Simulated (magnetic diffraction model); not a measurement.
## Cs4VP2O9: what an assumed order does to the neutron pattern

Space group Cmme (no. 67), a = 8.4240 Å, b = 17.6450 Å, c = 9.0250 Å.

| site | atom | x | y | z |
| --- | --- | --- | --- | --- |
| 4b | Cs | 1/4 | 0 | 1/2 |
| 8m | Cs | 0 | 0.8860 | 0.2228 |
| 4e | Cs | 3/4 | 3/4 | 0 |
| 4f | V | 3/4 | 3/4 | 1/2 |
| 8m | P | 0 | 0.8891 | 0.7712 |
| 8m | O | 0 | 0.9878 | 0.7154 |
| 8m | O | 1/2 | 0.8519 | 0.0229 |
| 16o | O | 0.3041 | 0.8497 | 0.3138 |
| 4g | O | 0 | 3/4 | 0.4020 |

The compound is invented for this exercise: a known structure type with other elements, its cell scaled to their sizes and not relaxed.

Only V is taken to order (form factors of V4+); orders and moment sizes are assumed, and not adapted to the symmetry. Radiation: neutrons of λ = 2.52 Å, 5° to 45°; isotropic B of 0.52 Å² (Cs), 0.81 Å² (V), 0.8 Å² (P) and 0.91 Å² (O). Simulated constant-wavelength pattern: nuclear and magnetic terms add, the magnetic one as |2.695 fm × Σ f S⊥ exp(2πi Q·r) exp(−B s²)|², summed over all Q at one angle with the factor 1/(sin²θ cos θ). For collinear order S is the moment m, which repeats by lattice and centring translations R with the sign exp(−2πi k·R). Free-ion form factors, Sears's scattering lengths of 1992, no absorption; a label names one of the reflections at its angle. The strongest nuclear line in the range is 100, and lines under 0.2 are left out.

Assume the order k = (0 0 0), collinear moments along [101], 0.66 μB on V; signs + at (3/4, 3/4, 1/2), + at (1/4, 3/4, 1/2).

Q: Where does magnetic intensity appear, and how strong is it?

```tsv
2θ (°)	index	nuclear	magnetic
16.05	(0 0 1)	1.1	1.0
16.42	(0 2 0)	1.0	2.1
23.04	(0 2 1)	57.2	1.5
25.03	(1 1 1)	20.7	0.0
32.43	(0 0 2)	100.0	0.2
33.19	(0 4 0)	78.8	0.4
34.46	(1 3 1)	47.7	0.0
34.81	(2 0 0)	75.4	0.2
36.56	(0 2 2)	51.7	0.4
37.08	(0 4 1)	42.1	0.6
37.90	(1 1 2)	3.6	0.0
38.55	(2 0 1)	53.2	0.3
38.72	(2 2 0)	31.5	0.4
42.16	(2 2 1)	33.2	0.6
44.97	(1 3 2)	24.8	0.0
```

The strongest magnetic line in the range is (0 2 0) at 16.42° (2.1). On top of the Lorentz factor, which all lines share, magnetic lines fade with angle because f falls: for V4+ it is 0.90, 0.67, 0.42 and 0.10 at sin θ/λ = 0.1, 0.2, 0.3 and 0.5 Å⁻¹, while nuclear lengths stay constant. The net moment is 1.32 μB a primitive cell.

[Logs are printed without paths, hosts, clocks, repeated set-up lines and the standing remarks that a program may print on its own settings, such as how far it seeks lower states.]
